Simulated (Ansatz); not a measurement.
# Glassy 58SiO2-11Na2O-13BaO-18CaO (mol %) (102 atoms), the frame at 50 fs of a trajectory (instantaneous temperature 921 K)

The starting structure: 102 atoms (22 Si, 8 Na, 5 Ba, 7 Ca, 60 O) placed at random at 3.02 g/cm³, melted at 4000 K for 10 ps at fixed volume with the Morse and Coulomb pair potential with partial charges (Pedone, Malavasi, Menziani, Cormack and Segre, J. Phys. Chem. B 110, 11780 (2006)). Quenched from 4000 K to 300 K at 50 K/ps and fixed volume, held 10 ps at zero pressure.

Geometry: the frame at 50 fs of a trajectory (instantaneous temperature 921 K). Computed with Ansatz 0.2.0: Kohn-Sham DFT, PBE, PAW (set soft_2), plane waves; cutoff 420 eV, Γ point, fermi-dirac smearing of 0.078 eV; density 3.06 g/cm³.

Cell vectors (Å):

```
11.396 0.000 0.000
0.000 11.396 0.000
0.000 0.000 11.396
```

Positions (Å):

```
1 Si 5.169 6.618 10.957
2 Si 7.345 10.479 4.036
3 Si 9.211 1.361 5.470
4 Si 2.436 7.155 7.443
5 Si 9.013 0.472 10.374
6 Si 6.997 2.643 1.911
7 Si 3.059 5.699 4.644
8 Si 10.531 9.187 8.902
9 Si 6.570 5.580 2.093
10 Si 4.375 9.270 0.918
11 Si 9.905 8.395 0.240
12 Si 7.443 2.269 8.149
13 Si 10.825 7.593 6.146
14 Si 7.364 10.003 0.853
15 Si 2.156 6.114 10.540
16 Si 4.281 1.209 8.738
17 Si 4.238 8.133 3.757
18 Si 1.790 0.960 3.596
19 Si 6.580 8.274 5.843
20 Si 9.725 5.458 1.445
21 Si 0.306 3.691 11.033
22 Si 5.015 0.859 3.677
23 Na 0.217 10.400 4.757
24 Na 5.916 8.886 9.033
25 Na 11.273 4.777 8.120
26 Na 2.707 3.853 8.552
27 Na 9.608 11.315 2.133
28 Na 8.529 10.179 7.055
29 Na 5.452 0.857 11.253
30 Na 7.711 6.529 8.032
31 Ba 0.555 1.288 8.014
32 Ba 3.791 10.515 6.510
33 Ba 3.466 3.454 1.435
34 Ba 6.450 4.388 5.318
35 Ba 1.036 8.148 2.519
36 Ca 0.999 11.321 0.321
37 Ca 2.965 2.475 5.607
38 Ca 7.603 4.257 10.594
39 Ca 0.075 4.344 5.105
40 Ca 10.721 2.762 2.343
41 Ca 8.748 6.923 4.181
42 Ca 2.881 9.400 9.722
43 O 6.383 9.205 7.100
44 O 9.809 5.064 3.002
45 O 10.659 8.164 4.636
46 O 8.089 5.617 1.125
47 O 10.310 0.447 6.099
48 O 1.904 0.441 5.271
49 O 0.430 9.969 9.374
50 O 2.917 8.871 4.219
51 O 3.807 6.597 3.394
52 O 10.022 8.506 7.437
53 O 7.465 3.923 8.156
54 O 1.012 7.741 6.700
55 O 8.459 1.904 2.144
56 O 1.595 5.861 4.114
57 O 1.445 4.798 11.168
58 O 7.747 9.187 4.967
59 O 11.178 3.262 9.665
60 O 6.822 6.381 3.427
61 O 4.805 8.208 10.968
62 O 4.786 8.434 2.217
63 O 10.271 8.197 10.066
64 O 3.837 2.158 10.058
65 O 10.367 0.549 11.255
66 O 6.710 4.114 2.711
67 O 5.281 8.146 4.901
68 O 10.794 9.568 1.002
69 O 8.216 1.752 6.842
70 O 10.252 7.028 0.991
71 O 7.867 11.209 11.307
72 O 10.231 6.038 6.295
73 O 0.769 0.022 2.617
74 O 5.615 6.091 0.976
75 O 9.333 10.444 9.161
76 O 5.784 10.139 0.557
77 O 3.829 5.689 10.703
78 O 7.319 6.840 6.063
79 O 4.287 10.969 9.165
80 O 10.287 4.406 0.448
81 O 3.397 8.388 7.929
82 O 1.370 2.454 3.505
83 O 8.595 1.835 9.481
84 O 3.208 1.323 7.558
85 O 9.978 2.592 4.548
86 O 5.802 1.615 2.585
87 O 3.898 4.338 4.557
88 O 1.884 6.102 8.766
89 O 3.375 1.007 3.169
90 O 3.333 6.338 6.275
91 O 6.468 3.114 0.492
92 O 6.316 6.564 9.863
93 O 5.593 10.801 3.998
94 O 6.124 1.403 8.504
95 O 5.130 1.652 5.084
96 O 8.048 0.491 4.439
97 O 0.963 2.654 0.705
98 O 1.580 7.495 10.988
99 O 1.424 3.581 6.747
100 O 2.958 10.059 0.760
101 O 7.721 10.083 2.502
102 O 8.273 8.676 0.287
```

**Question.** What force acts on each atom?

Columns: atom, fx, fy, fz (forces in eV/Å).

```
1 0.210 0.414 -2.638
2 -2.404 1.243 0.111
3 -0.369 2.062 -1.417
4 -0.457 -0.460 -1.129
5 3.176 -1.774 -2.139
6 1.888 -1.783 1.996
7 1.127 1.329 0.321
8 -1.455 3.680 -0.643
9 4.784 1.430 0.597
10 0.709 -0.295 -1.022
11 1.024 2.672 0.286
12 1.763 1.041 1.373
13 0.866 -1.356 1.999
14 1.671 -1.983 0.089
15 0.793 1.266 -2.649
16 1.357 -0.388 3.656
17 -2.610 -0.738 -1.864
18 -1.198 -3.553 1.396
19 0.558 -0.788 0.272
20 -2.571 3.834 1.615
21 -1.000 -1.309 2.992
22 -2.827 1.799 3.886
23 -0.174 -0.021 0.483
24 -0.220 -0.006 0.964
25 0.016 0.576 -0.480
26 0.349 0.049 0.086
27 0.699 0.132 -0.281
28 -0.167 0.559 -0.035
29 0.141 0.323 -0.313
30 0.370 -0.424 1.014
31 -0.670 -0.011 -0.712
32 0.645 -1.266 -1.953
33 -0.557 -0.153 0.216
34 -0.525 -0.270 0.253
35 0.605 -0.360 0.084
36 -1.017 -0.284 0.787
37 0.191 0.688 -0.373
38 0.581 0.817 -1.432
39 0.313 0.029 -0.230
40 -0.550 -0.689 0.816
41 0.694 -0.123 0.380
42 -1.653 -0.563 1.124
43 -0.084 0.363 -0.113
44 1.223 0.393 -0.281
45 -0.142 0.524 0.660
46 -0.844 -0.516 -0.292
47 0.673 -1.715 0.599
48 -0.508 0.445 -2.266
49 3.165 1.024 -1.177
50 -0.469 1.271 -0.110
51 0.421 -0.855 0.935
52 1.057 0.107 -0.243
53 -0.610 -1.185 0.627
54 0.684 -0.443 0.620
55 -1.696 1.870 -1.094
56 -2.546 -0.941 0.198
57 1.633 1.869 -0.510
58 -0.140 0.495 -1.087
59 -0.070 -0.423 -2.336
60 -0.443 0.788 -0.187
61 -2.381 1.367 1.209
62 0.027 1.141 0.087
63 -1.256 -3.421 1.561
64 0.515 -0.666 -1.264
65 -1.244 1.372 -0.887
66 -0.774 -2.981 0.606
67 1.943 0.492 1.823
68 -0.919 -1.472 -0.396
69 0.542 -0.246 -2.346
70 0.149 -3.002 1.697
71 -1.021 1.034 0.392
72 0.568 1.175 -0.505
73 0.863 0.670 1.229
74 -1.062 -0.914 1.180
75 -0.665 1.391 0.370
76 -0.665 0.440 0.837
77 -2.024 0.108 -0.150
78 -0.486 0.514 -0.910
79 0.254 1.300 -0.281
80 1.756 -2.409 -2.021
81 -1.024 -1.305 -0.001
82 -0.729 3.096 0.174
83 -1.225 -0.759 0.152
84 0.470 1.016 0.052
85 -2.032 -1.551 1.964
86 1.970 1.968 -4.049
87 0.306 -0.847 0.342
88 1.117 0.339 -0.024
89 2.548 -0.726 -1.073
90 -0.953 -0.453 -0.291
91 -1.058 -1.100 -1.100
92 0.524 -1.174 -0.318
93 2.676 -2.636 -0.206
94 -2.558 0.147 -0.089
95 -0.500 0.158 0.106
96 1.253 -0.329 1.110
97 -0.355 -0.709 -0.312
98 1.075 0.468 0.975
99 -1.046 -0.242 0.170
100 1.785 -0.898 -0.549
101 0.044 -0.050 -1.710
102 -1.820 1.277 1.017
```

The quench rate of 50 K/ps is many orders above laboratory rates, so the cell is likely richer in defects and strain than a real sample. The network of bonds at the start is that of the classical potential that made the cell. Only the Γ point is sampled, in a cell whose shortest periodic width is 11 Å.

The r.m.s. force component is 1.33 eV/Å; the longest force, 5.13 eV/Å, acts on Si22. The energy lies 15.0 meV/atom above that of the first step of this run.

[Logs are printed without paths, hosts, clocks, repeated set-up lines and the standing remarks that a program may print on its own settings, such as how far it seeks lower states.]

[Hosts, paths, dates, database ids (printed as entryN), source tags and the programs' standing remarks are cut or masked in the printed files.]
